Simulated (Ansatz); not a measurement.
In doubt: one-shot GW on d or f shells is unsure (in some of the runs), so the values of those runs are not to be relied on.

System: Cs2AgAsF6 (Fm-3m).

```
Cs Ag As F
1.0
     0.00000    4.59761    4.59761
     4.59761    0.00000    4.59761
     4.59761    4.59761    0.00000
Cs Ag As F
2 1 1 6
Cartesian
  6.8964 6.8964 6.8964
  2.2988 2.2988 2.2988
  4.5976 4.5976 4.5976
  0.0000 0.0000 0.0000
  2.0847 4.5976 4.5976
  4.5976 4.5976 2.0847
  7.1105 4.5976 4.5976
  4.5976 2.0847 4.5976
  4.5976 7.1105 4.5976
  4.5976 4.5976 7.1105
```

The cell and positions are those that the Materials Project relaxed with its own functionals (PBE, PBE+U or r2SCAN), kept fixed. Spin-orbit coupling is left out unless a run names it.

Gaps computed with Ansatz 0.2.0 without a self-energy: PBEsol 2.31 eV, PBE 2.43 eV, PBE+SOC 2.41 eV, r2SCAN 2.85 eV and HSE06 3.94 eV. The mean ε∞ by PBE perturbation theory is 3.06.

Estimate the G0W0@PBE gap with 4×4×4 mesh, 1065 empty bands, screening to 180 eV, PAW set soft_1 files.

About 4.26 eV: on its mesh the run moves the gap from 2.43 eV by +1.83 eV. Among the scalar-relativistic levels given, HSE06 is nearest (−0.32 eV). One-shot corrections scale roughly with one over ε∞, here 0.33. Bands and cutoff are finite, so the gap is not at the basis limit. The miss can reach some tenths of an eV and take either sign; the mesh is an error of its own. A d shell, filled or nearly so, lies near the gap. One-shot GW converges very slowly in bands there, not always from below, and on a semilocal start the gap tends to come out low; starts rich in exact exchange can overshoot instead. The many-body steps are scalar-relativistic: spin-orbit coupling is not in them.

[Paths, hosts, dates, memory and timing lines, banners, echoed tables and standing remarks are left out of the program output.]

[Logs are printed without paths, hosts, clocks, repeated set-up lines and the standing remarks that a program may print on its own settings, such as how far it seeks lower states.]

[Runs of the session that timed out or met a known fault of the program may be left out.]

[Cells called generated may have been cut or substituted from an entry of the Crystallography Open Database or the Materials Project.]

[Hosts, paths, dates, database ids (printed as entryN), source tags and the programs' standing remarks are cut or masked in the printed files.]
